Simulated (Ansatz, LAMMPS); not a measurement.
# Squeezing and shearing glassy 63SiO2-14B2O3-11Na2O-11CaO (mol %) (111 atoms), part 2 of 3

How stiff is glassy 63SiO2-14B2O3-11Na2O-11CaO (mol %) (111 atoms), and how do its levels respond to strain?

Ansatz 0.2.0; Kohn-Sham DFT, RPBE, PAW (set soft_2), plane waves.

The cell: 22 Si, 10 B, 8 Na, 4 Ca and 67 O. The quench rate of 100 K/ps is orders of magnitude faster than experiment. The starting topology of bonds comes from the classical model. Only the Γ point is sampled.

So far. Step 2 (Single point at the start): The r.m.s. force at the start is 1.1 eV/Å. Step 3 (Cell and atoms relaxed): The relaxation converged after 25 steps, with a largest force component of 0.041 eV/Å.

## (4) Single point at the relaxed geometry

The electronic structure is read at the final geometry, in a run of its own.

input.yaml

```yaml
crystal:
  lattice:
    - [11.58359, -0.19402, 0.06003]
    - [-0.19402, 10.90202, -0.06671]
    - [0.06003, -0.06671, 11.40273]
  atoms:
    - { symbol: Si, position: [0.03718, 0.66885, 0.31457] }
    - { symbol: Si, position: [0.24495, 0.93165, 0.44724] }
    - { symbol: Si, position: [0.57538, 0.95318, 0.13805] }
    - { symbol: Si, position: [0.16966, 0.25398, 0.15376] }
    - { symbol: Si, position: [0.84585, 0.2857, 0.88089] }
    - { symbol: Si, position: [0.38477, 0.75519, 0.13155] }
    [... 99 atom lines left out ...]
    - { symbol: O, position: [0.6598, 0.45857, 0.68068] }
    - { symbol: O, position: [0.84278, 0.81032, 0.9444] }
    - { symbol: O, position: [0.71138, 0.38979, 0.45061] }
    - { symbol: O, position: [0.29287, 0.64002, 0.627] }
    - { symbol: O, position: [0.76605, 0.00139, 0.84771] }
    - { symbol: O, position: [0.07241, 0.47373, 0.68202] }
kpoints:
  mp_grid: { grid: [1, 1, 1] }
hamiltonian:
  xc: rpbe
scf:
  occupations: { method: fermi_dirac, width: 0.05 }
output:
  forces: true
  stress: true
  populations: true
  dos:
    method: { smearing: { sigma: 0.08 } }
    de: 0.1
    projected: { site_lists: { B: [B], Ca: [Ca], Na: [Na], O: [O], Si: [Si] } }
  eigenvalues: true
  write_density: true
  write_potential: true
  volumetric_format: npy
  elf: true
```

Started as:

```bash
$ ansatz run input.yaml --threads 4 --pin off --max-ram 8192MiB --backend cpu --events-out ev --progress --plain --runs-dir out
```

Numbers of over 12 decimals in the logs are rounded to 6 here.

Log:

```text
[...]
Crystal: 111 atoms, lattice volume = 1439.470 Å³
Basis set: ecut = 420 eV, 28135 PW (Γ), exchange–correlation on 160×150×160 points (8 copies of the dense FFT grid, shifted against one another)
Bands: 427, of which v1, the nominal top of the filled ones, is band 316 counted from 1 (315 counted from 0)
Symmetry: 1 space group operations
[...]
k-points: 1
[...]
SCF iter   1: F=—  HF=-73076.428196 eV  |F-HF|=—  |Δ(HF+E_count)|=         —  Δρ=4.40e-3  dr2=2.95e-1  ethr=1.77e-3  ⟨swp⟩=7.0  Hψ=2059  notcnv=0  defer=91
[...]
SCF iter   9: F=-73076.402574 eV  HF=-73076.402574 eV  |F-HF|=3.77e-8  |Δ(HF+E_count)|=   3.95e-7  Δρ=2.41e-6  dr2=9.01e-8  ethr=1.58e-11  ⟨swp⟩=20.0  Hψ=4057  notcnv=0
SCF 1 converged in 9 iterations: F = -73076.402574 eV  dr2 = 9.01e-8
[...]
WARN: The input density's exchange-correlation potential varies sharply where the density is thin. Do not read a vacuum level from v_tot or v_xc, or from such a field of the output density. On a cell that repeats whose density bears no net charge and no dipole along the vacuum's axis use v_es (v_loc + v_h of the components); [...]
SCF converged after 9 iterations
Free energy (F): -73076.402574 eV
[...]
Internal energy: -73076.402574 eV  (E = F + TS)
E sigma→0 (E₀):  -73076.402574 eV
Fermi energy:    5.823532 eV
[...]
--- Forces (eV/Å), atoms counted from 1 ---
  atom   1  Si    -0.00268987     0.01095124    -0.00791785
  atom   2  Si     0.00746155    -0.00244025     0.00839843
  atom   3  Si     0.00459985     0.00217027    -0.01393860
  atom   4  Si     0.00027835     0.01316059    -0.00456702
  atom   5  Si     0.00102940    -0.00559033     0.00248062
  atom   6  Si    -0.00034616    -0.00256088     0.00320235
  atom   7  Si    -0.00265204     0.00641352     0.00087847
  atom   8  Si     0.00039201    -0.00436304    -0.00634389
  atom   9  Si     0.00271149     0.01021602    -0.00421686
  atom  10  Si    -0.00107219    -0.00150481     0.01124236
  atom  11  Si    -0.00017480    -0.00018592     0.00153421
  atom  12  Si    -0.00096366    -0.00384098     0.00859841
  atom  13  Si    -0.00196945     0.00510927    -0.00073636
  atom  14  Si     0.00086100     0.00415305    -0.00830411
[...]
atom 110  O     -0.00162024     0.00256435     0.00081905
  atom 111  O      0.00024948     0.00539961    -0.00167192
  max |Σ_I F_I| component: 1.32e-4 eV/Å
--- Stress (GPa, compression-positive) ---
        0.022647      -0.010203       0.011497
       -0.010208      -0.010787      -0.006170
        0.011498      -0.006167       0.033756
  P = ⅓ Tr σ = 0.0152 GPa (0.152 kbar)
--- Band table (eV) ---
[...]
--- Löwdin populations: 111 sites ---
  site symbol       q [e]
     0     Si      2.3186
     1     Si      2.3758
     2     Si      2.3131
[...]
110      O      6.7043
  spilling = 0.011099 (of n_electrons = 632.000000)
```

Wall time 9.7 s (4 threads of AMD EPYC 9R45, shared host); peak memory 2.1 GiB.

The program notes that the exchange-correlation potential is rough where the density is thin.

The run gave:

- free energy: -73076.4026 eV
- free energy per atom: -658.3460 eV/atom
- SCF cycles: 9
- pressure: 0.01521 GPa
- r.m.s. force component: 0.00588 eV/Å
- longest force: 0.04911 eV/Å
- Fermi energy: 5.824 eV
- gap (highest filled to lowest empty level): 3.327 eV
- spilling of the projection: 0.0111

## (5) Volume -3 %

The relaxed cell is scaled evenly and the atoms are relaxed again; the stress at the end gives one point of P(V).

input.yaml, the sections that differ from step 4:

```yaml
crystal:
  lattice:
    - [11.46658, -0.19206, 0.05942]
    - [-0.19206, 10.79189, -0.06604]
    - [0.05942, -0.06604, 11.28754]
  atoms:
    [... the 111 atom lines of step 4 ...]
output:
  forces: true
  eigenvalues: true
  stress: true
relax:
  f_tol: 0.05
  max_steps: 70
# kpoints, hamiltonian, scf: as in step 4
```

Log:

```text
Warning: output.stress: scf.convergence.dr2_threshold = 1e-7 eV (the SCF's general default) is looser than the 1.08e-8 eV advised for a printed stress (1e-10 eV for each atom of the cell: 111, of which 108 are counted). What an SCF threshold leaves in a stress goes as its square root, and in the free energy as the threshold itself, and one threshold admits the most on a small cell: [...]
[...]
Crystal: 111 atoms, lattice volume = 1396.286 Å³
Basis set: ecut = 420 eV, 27253 PW (Γ), exchange–correlation on 160×150×160 points (8 copies of the dense FFT grid, shifted against one another)
Bands: 427, of which v1, the nominal top of the filled ones, is band 316 counted from 1 (315 counted from 0)
Symmetry: 1 space group operations
[...]
k-points: 1
[...]
SCF iter   1: F=—  HF=-73075.788115 eV  |F-HF|=—  |Δ(HF+E_count)|=         —  Δρ=4.55e-3  dr2=3.06e-1  ethr=1.77e-3  ⟨swp⟩=7.0  Hψ=2068  notcnv=0  defer=84
[...]
SCF iter   5: F=—  HF=-73075.760890 eV  |F-HF|=—  |Δ(HF+E_count)|=   2.57e-5  Δρ=1.45e-4  dr2=2.64e-4  ethr=2.10e-7  ⟨swp⟩=2.0  Hψ=640  notcnv=0  defer=106
SCF iter   6: F=-73075.760939 eV  HF=-73075.760941 eV  |F-HF|=2.32e-6  |Δ(HF+E_count)|=   5.08e-5  Δρ=4.47e-5  dr2=3.11e-5  ethr=9.89e-9  ⟨swp⟩=14.0  Hψ=2669  notcnv=0
SCF 1 converged in 6 iterations: F = -73075.760939 eV  dr2 = 3.11e-5
[...]
relax step   1: F+E_penalty+E_count = -73075.76093870 eV  Δ(F+E_penalty+E_count) = +0.000e0 eV  max|allowed force component| = 6.197e-1 eV/Å  Δτ_max = 0.0000 Å  (6 SCF iters, dr2 threshold 6.25e-5 eV, accepted)
[...]
relax step   2: F+E_penalty+E_count = -73075.98341539 eV  Δ(F+E_penalty+E_count) = -2.225e-1 eV  max|allowed force component| = 2.948e-1 eV/Å  Δτ_max = 0.0467 Å  (6 SCF iters, dr2 threshold 2.40e-5 eV, accepted)
[...]
relax step   3: F+E_penalty+E_count = -73076.10237214 eV  Δ(F+E_penalty+E_count) = -1.190e-1 eV  max|allowed force component| = 1.477e-1 eV/Å  Δτ_max = 0.0456 Å  (7 SCF iters, dr2 threshold 5.43e-6 eV, accepted)
relax step   4: F+E_penalty+E_count = -73076.11875758 eV  Δ(F+E_penalty+E_count) = -1.639e-2 eV  max|allowed force component| = 1.026e-1 eV/Å  Δτ_max = 0.0208 Å  (6 SCF iters, dr2 threshold 4.94e-6 eV, accepted)
relax step   5: F+E_penalty+E_count = -73076.13177217 eV  Δ(F+E_penalty+E_count) = -1.301e-2 eV  max|allowed force component| = 8.039e-2 eV/Å  Δτ_max = 0.0334 Å  (6 SCF iters, dr2 threshold 2.65e-6 eV, accepted)
relax step   6: F+E_penalty+E_count = -73076.13798017 eV  Δ(F+E_penalty+E_count) = -6.208e-3 eV  max|allowed force component| = 1.047e-1 eV/Å  Δτ_max = 0.0628 Å  (7 SCF iters, dr2 threshold 3.12e-6 eV, accepted)
relax step   7: F+E_penalty+E_count = -73076.14435571 eV  Δ(F+E_penalty+E_count) = -6.376e-3 eV  max|allowed force component| = 8.931e-2 eV/Å  Δτ_max = 0.0313 Å  (5 SCF iters, dr2 threshold 6.73e-6 eV, accepted)
relax step   8: F+E_penalty+E_count = -73076.14554379 eV  Δ(F+E_penalty+E_count) = -1.188e-3 eV  max|allowed force component| = 6.945e-2 eV/Å  Δτ_max = 0.0126 Å  (5 SCF iters, dr2 threshold 5.80e-6 eV, accepted)
relax step   9: F+E_penalty+E_count = -73076.14663576 eV  Δ(F+E_penalty+E_count) = -1.092e-3 eV  max|allowed force component| = 3.438e-2 eV/Å  Δτ_max = 0.0055 Å  (4 SCF iters, dr2 threshold 2.92e-6 eV, accepted)
[...]
relax step  10: F+E_penalty+E_count = -73076.14663634 eV  Δ(F+E_penalty+E_count) = -5.898e-7 eV  max|allowed force component| = 3.446e-2 eV/Å  Δτ_max = 0.0000 Å  (4 SCF iters, accepted)
SCF converged after 4 iterations
Free energy (F): -73076.146636 eV
[...]
Internal energy: -73076.146636 eV  (E = F + TS)
E sigma→0 (E₀):  -73076.146636 eV
Fermi energy:    6.160663 eV
[...]
Σ components = -73076.146636   (vs F -73076.146636, Δ=0.00e0)
--- Forces (eV/Å), atoms counted from 1 ---
  atom   1  Si     0.00286209    -0.00129002     0.00850505
  atom   2  Si    -0.00584307    -0.00661629     0.01784493
  atom   3  Si     0.00203137     0.00196560     0.01332071
  atom   4  Si    -0.00839891    -0.00546913    -0.00094562
[...]
atom 111  O      0.00130683    -0.00217192    -0.00016981
  max |Σ_I F_I| component: 8.62e-5 eV/Å
--- Stress (GPa, compression-positive) ---
        2.110172      -0.063557       0.049016
       -0.063562       1.880653       0.224719
        0.049016       0.224724       1.729846
  P = ⅓ Tr σ = 1.9069 GPa (19.069 kbar)
--- Band table (eV) ---
[...]
--- Relaxed structure (10 steps of the walk, 10 accepted, 0 SCFs on fresh bases) ---
  F+E_penalty+E_count = -73076.14663634 eV   max|allowed force component| = 3.446e-2 eV/Å
  atoms:
    - { symbol: Si, position: [0.039527, 0.666102, 0.317747] }
    - { symbol: Si, position: [0.244267, 0.933878, 0.444539] }
    - { symbol: Si, position: [0.575929, 0.955912, 0.138583] }
    - { symbol: Si, position: [0.166243, 0.251194, 0.156694] }
[...]
- { symbol: O, position: [0.077075, 0.479046, 0.683961] }
```

Wall time 59 s (4 threads); peak memory 2.1 GiB; 3.7 min of CPU time.

The program notes that the SCF threshold is loose for the stress.

The relaxation converged after 10 steps, 0.386 eV below its start, with a largest force component of 0.034 eV/Å.

Volume -3 %: the energy stands 0.256 eV above that of the reference, at a pressure of 1.91 GPa.

## (6) Volume +3 %

The relaxed cell is scaled to another volume.

input.yaml, the sections that differ from step 5:

```yaml
crystal:
  lattice:
    - [11.69829, -0.19594, 0.06062]
    - [-0.19594, 11.00997, -0.06737]
    - [0.06062, -0.06737, 11.51564]
  atoms:
    [... the 111 atom lines of step 4 ...]
# kpoints, hamiltonian, scf, output, relax: as in step 5
```

Log:

```text
[...]
Crystal: 111 atoms, lattice volume = 1482.655 Å³
Basis set: ecut = 420 eV, 29031 PW (Γ), exchange–correlation on 160×150×160 points (8 copies of the dense FFT grid, shifted against one another)
Bands: 427, of which v1, the nominal top of the filled ones, is band 316 counted from 1 (315 counted from 0)
Symmetry: 1 space group operations
[...]
k-points: 1
[...]
SCF iter   1: F=—  HF=-73075.868150 eV  |F-HF|=—  |Δ(HF+E_count)|=         —  Δρ=4.30e-3  dr2=2.88e-1  ethr=1.77e-3  ⟨swp⟩=7.0  Hψ=2039  notcnv=0  defer=91
[...]
SCF iter   5: F=—  HF=-73075.844246 eV  |F-HF|=—  |Δ(HF+E_count)|=   3.48e-5  Δρ=1.43e-4  dr2=2.82e-4  ethr=2.35e-7  ⟨swp⟩=2.0  Hψ=533  notcnv=0  defer=107
SCF iter   6: F=-73075.844290 eV  HF=-73075.844293 eV  |F-HF|=2.58e-6  |Δ(HF+E_count)|=   4.70e-5  Δρ=4.55e-5  dr2=3.47e-5  ethr=9.89e-9  ⟨swp⟩=14.0  Hψ=2742  notcnv=0
SCF 1 converged in 6 iterations: F = -73075.844290 eV  dr2 = 3.47e-5
[...]
relax step   1: F+E_penalty+E_count = -73075.84429046 eV  Δ(F+E_penalty+E_count) = +0.000e0 eV  max|allowed force component| = 5.412e-1 eV/Å  Δτ_max = 0.0000 Å  (6 SCF iters, dr2 threshold 6.25e-5 eV, accepted)
[...]
relax step   2: F+E_penalty+E_count = -73076.04553775 eV  Δ(F+E_penalty+E_count) = -2.012e-1 eV  max|allowed force component| = 2.832e-1 eV/Å  Δτ_max = 0.0465 Å  (6 SCF iters, dr2 threshold 1.83e-5 eV, accepted)
[...]
relax step   3: F+E_penalty+E_count = -73076.14205427 eV  Δ(F+E_penalty+E_count) = -9.652e-2 eV  max|allowed force component| = 2.356e-1 eV/Å  Δτ_max = 0.0411 Å  (7 SCF iters, dr2 threshold 5.01e-6 eV, accepted)
relax step   4: F+E_penalty+E_count = -73075.99408267 eV  Δ(F+E_penalty+E_count) = +1.480e-1 eV  max|allowed force component| = 7.184e-1 eV/Å  Δτ_max = 0.1291 Å  (7 SCF iters, dr2 threshold 1.52e-5 eV, rejected (line search))
relax step   5: F+E_penalty+E_count = -73076.17019670 eV  Δ(F+E_penalty+E_count) = -2.814e-2 eV  max|allowed force component| = 1.414e-1 eV/Å  Δτ_max = 0.0533 Å  (9 SCF iters, accepted)
relax step   6: F+E_penalty+E_count = -73076.15684182 eV  Δ(F+E_penalty+E_count) = +1.335e-2 eV  max|allowed force component| = 2.458e-1 eV/Å  Δτ_max = 0.1000 Å  (7 SCF iters, dr2 threshold 7.20e-6 eV, rejected (line search))
[...]
relax step   7: F+E_penalty+E_count = -73076.17887066 eV  Δ(F+E_penalty+E_count) = -8.674e-3 eV  max|allowed force component| = 4.516e-2 eV/Å  Δτ_max = 0.0378 Å  (8 SCF iters, accepted)
SCF converged after 8 iterations
Free energy (F): -73076.178871 eV
[...]
Internal energy: -73076.178871 eV  (E = F + TS)
E sigma→0 (E₀):  -73076.178871 eV
Fermi energy:    5.497551 eV
[...]
Σ components = -73076.178871   (vs F -73076.178871, Δ=0.00e0)
--- Forces (eV/Å), atoms counted from 1 ---
  atom   1  Si    -0.00339333     0.00546018    -0.00471410
  atom   2  Si    -0.00230651    -0.00343697    -0.01187008
  atom   3  Si     0.01030200    -0.00234005    -0.03836502
  atom   4  Si     0.00964202     0.02226228    -0.00579680
[...]
atom 111  O      0.00097962     0.00312439     0.00842028
  max |Σ_I F_I| component: 1.88e-4 eV/Å
--- Stress (GPa, compression-positive) ---
       -1.862847       0.075210      -0.003129
        0.075205      -1.711854      -0.210102
       -0.003128      -0.210101      -1.586881
  P = ⅓ Tr σ = -1.7205 GPa (-17.205 kbar)
--- Band table (eV) ---
[...]
--- Relaxed structure (7 steps of the walk, 5 accepted, 0 SCFs on fresh bases) ---
  F+E_penalty+E_count = -73076.17887066 eV   max|allowed force component| = 4.516e-2 eV/Å
  atoms:
    - { symbol: Si, position: [0.035614, 0.670972, 0.311866] }
    - { symbol: Si, position: [0.245370, 0.930315, 0.448960] }
    - { symbol: Si, position: [0.574929, 0.949517, 0.136919] }
    - { symbol: Si, position: [0.172421, 0.256459, 0.150842] }
[...]
- { symbol: O, position: [0.068255, 0.468747, 0.680932] }
```

The job ended after 52 s (4 threads; peak memory 2.2 GiB).

The relaxation converged after 7 steps, 0.335 eV below its start, with a largest force component of 0.045 eV/Å.

Volume +3 %: the energy stands 0.224 eV above that of the reference, at a pressure of -1.72 GPa.

## (7) Volume -6 %

The relaxed cell is scaled to another volume.

input.yaml, the sections that differ from step 6:

```yaml
crystal:
  lattice:
    - [11.34712, -0.19006, 0.0588]
    - [-0.19006, 10.67947, -0.06535]
    - [0.0588, -0.06535, 11.16996]
  atoms:
    [... the 111 atom lines of step 4 ...]
# kpoints, hamiltonian, scf, output, relax: as in step 6
```

Log:

```text
[...]
Crystal: 111 atoms, lattice volume = 1353.102 Å³
Basis set: ecut = 420 eV, 26441 PW (Γ), exchange–correlation on 160×144×150 points (8 copies of the dense FFT grid, shifted against one another)
Bands: 427, of which v1, the nominal top of the filled ones, is band 316 counted from 1 (315 counted from 0)
Symmetry: 1 space group operations
[...]
k-points: 1
[...]
SCF iter   1: F=—  HF=-73073.750660 eV  |F-HF|=—  |Δ(HF+E_count)|=         —  Δρ=4.72e-3  dr2=3.19e-1  ethr=1.77e-3  ⟨swp⟩=7.0  Hψ=2069  notcnv=0  defer=88
[...]
SCF iter   5: F=—  HF=-73073.723894 eV  |F-HF|=—  |Δ(HF+E_count)|=   5.41e-5  Δρ=1.45e-4  dr2=2.59e-4  ethr=2.08e-7  ⟨swp⟩=2.0  Hψ=640  notcnv=0  defer=106
SCF iter   6: F=-73073.723952 eV  HF=-73073.723955 eV  |F-HF|=2.58e-6  |Δ(HF+E_count)|=   6.11e-5  Δρ=4.52e-5  dr2=3.09e-5  ethr=9.89e-9  ⟨swp⟩=13.0  Hψ=3030  notcnv=0
SCF 1 converged in 6 iterations: F = -73073.723952 eV  dr2 = 3.09e-5
[...]
relax step   1: F+E_penalty+E_count = -73073.72395208 eV  Δ(F+E_penalty+E_count) = +0.000e0 eV  max|allowed force component| = 1.301e0 eV/Å  Δτ_max = 0.0000 Å  (6 SCF iters, dr2 threshold 6.25e-5 eV, accepted)
[...]
relax step   2: F+E_penalty+E_count = -73074.65052278 eV  Δ(F+E_penalty+E_count) = -9.266e-1 eV  max|allowed force component| = 6.283e-1 eV/Å  Δτ_max = 0.0879 Å  (6 SCF iters, dr2 threshold 1.00e-4 eV, accepted)
[...]
relax step   3: F+E_penalty+E_count = -73075.16673967 eV  Δ(F+E_penalty+E_count) = -5.162e-1 eV  max|allowed force component| = 3.129e-1 eV/Å  Δτ_max = 0.0912 Å  (7 SCF iters, dr2 threshold 2.47e-5 eV, accepted)
relax step   4: F+E_penalty+E_count = -73075.24987735 eV  Δ(F+E_penalty+E_count) = -8.314e-2 eV  max|allowed force component| = 1.743e-1 eV/Å  Δτ_max = 0.0435 Å  (6 SCF iters, dr2 threshold 2.28e-5 eV, accepted)
relax step   5: F+E_penalty+E_count = -73075.31843497 eV  Δ(F+E_penalty+E_count) = -6.856e-2 eV  max|allowed force component| = 1.976e-1 eV/Å  Δτ_max = 0.0872 Å  (7 SCF iters, dr2 threshold 7.53e-6 eV, accepted)
relax step   6: F+E_penalty+E_count = -73075.33826584 eV  Δ(F+E_penalty+E_count) = -1.983e-2 eV  max|allowed force component| = 2.116e-1 eV/Å  Δτ_max = 0.0469 Å  (6 SCF iters, dr2 threshold 1.21e-5 eV, accepted)
relax step   7: F+E_penalty+E_count = -73075.27336123 eV  Δ(F+E_penalty+E_count) = +6.490e-2 eV  max|allowed force component| = 3.068e-1 eV/Å  Δτ_max = 0.1776 Å  (7 SCF iters, dr2 threshold 4.48e-5 eV, rejected (line search))
relax step   8: F+E_penalty+E_count = -73075.36661990 eV  Δ(F+E_penalty+E_count) = -2.835e-2 eV  max|allowed force component| = 1.951e-1 eV/Å  Δτ_max = 0.0631 Å  (9 SCF iters, accepted)
relax step   9: F+E_penalty+E_count = -73075.35484084 eV  Δ(F+E_penalty+E_count) = +1.178e-2 eV  max|allowed force component| = 3.540e-1 eV/Å  Δτ_max = 0.1000 Å  (6 SCF iters, dr2 threshold 3.24e-5 eV, rejected (line search))
relax step  10: F+E_penalty+E_count = -73075.37943098 eV  Δ(F+E_penalty+E_count) = -1.281e-2 eV  max|allowed force component| = 5.670e-2 eV/Å  Δτ_max = 0.0481 Å  (9 SCF iters, accepted)
[...]
relax step  11: F+E_penalty+E_count = -73075.38280582 eV  Δ(F+E_penalty+E_count) = -3.375e-3 eV  max|allowed force component| = 4.495e-2 eV/Å  Δτ_max = 0.0500 Å  (8 SCF iters, accepted)
SCF converged after 8 iterations
Free energy (F): -73075.382806 eV
[...]
Internal energy: -73075.382806 eV  (E = F + TS)
E sigma→0 (E₀):  -73075.382806 eV
Fermi energy:    6.516113 eV
[...]
Σ components = -73075.382806   (vs F -73075.382806, Δ=0.00e0)
--- Forces (eV/Å), atoms counted from 1 ---
  atom   1  Si     0.01122941     0.02513559    -0.02552884
  atom   2  Si    -0.00303212     0.01556437    -0.01421518
  atom   3  Si    -0.02848405     0.01225220     0.02545303
  atom   4  Si     0.01262363    -0.00259480    -0.03149579
[...]
atom 111  O     -0.00718455    -0.00427810    -0.00512260
  max |Σ_I F_I| component: 1.50e-4 eV/Å
--- Stress (GPa, compression-positive) ---
        4.369952      -0.068309       0.094252
       -0.068313       3.833962       0.498601
        0.094251       0.498610       3.474324
  P = ⅓ Tr σ = 3.8927 GPa (38.927 kbar)
--- Band table (eV) ---
[...]
--- Relaxed structure (11 steps of the walk, 9 accepted, 0 SCFs on fresh bases) ---
  F+E_penalty+E_count = -73075.38280582 eV   max|allowed force component| = 4.495e-2 eV/Å
  atoms:
    - { symbol: Si, position: [0.042161, 0.662163, 0.322192] }
    - { symbol: Si, position: [0.243459, 0.936430, 0.440941] }
    - { symbol: Si, position: [0.577260, 0.956951, 0.138342] }
    - { symbol: Si, position: [0.161819, 0.247889, 0.159372] }
[...]
- { symbol: O, position: [0.082377, 0.484283, 0.687402] }
```

Wall time 72 s (4 threads); peak memory 2 GiB.

The relaxation converged after 11 steps, 1.66 eV below its start, with a largest force component of 0.045 eV/Å.

Volume -6 %: the energy stands 1.02 eV above that of the reference, at a pressure of 3.89 GPa.

## (8) Volume +6 %

The relaxed cell is scaled to another volume.

Input and log are left out; they have the form of those shown for this kind of step.

The job ended after 87 s (4 threads of AMD EPYC 9R45, shared host; peak memory 2.3 GiB).

The relaxation converged after 13 steps, 1.31 eV below its start, with a largest force component of 0.047 eV/Å.

Volume +6 %: the energy stands 0.852 eV above that of the reference, at a pressure of -3.10 GPa.

## (9) Volume -10 %

The relaxed cell is scaled to another volume.

Input and log are left out; they have the form of those shown for this kind of step.

The job ended after 1.7 min (4 threads of AMD EPYC 9R45, shared host; peak memory 2 GiB; 6.3 min of CPU time).

The relaxation converged after 17 steps, 5.06 eV below its start, with a largest force component of 0.020 eV/Å.

Volume -10 %: the energy stands 2.92 eV above that of the reference, at a pressure of 6.83 GPa.

(Continued in part 3 of 3.)

[Logs are printed without paths, hosts, clocks, repeated set-up lines and the standing remarks that a program may print on its own settings, such as how far it seeks lower states.]

[Hosts, paths, dates, database ids (printed as entryN), source tags and the programs' standing remarks are cut or masked in the printed files.]
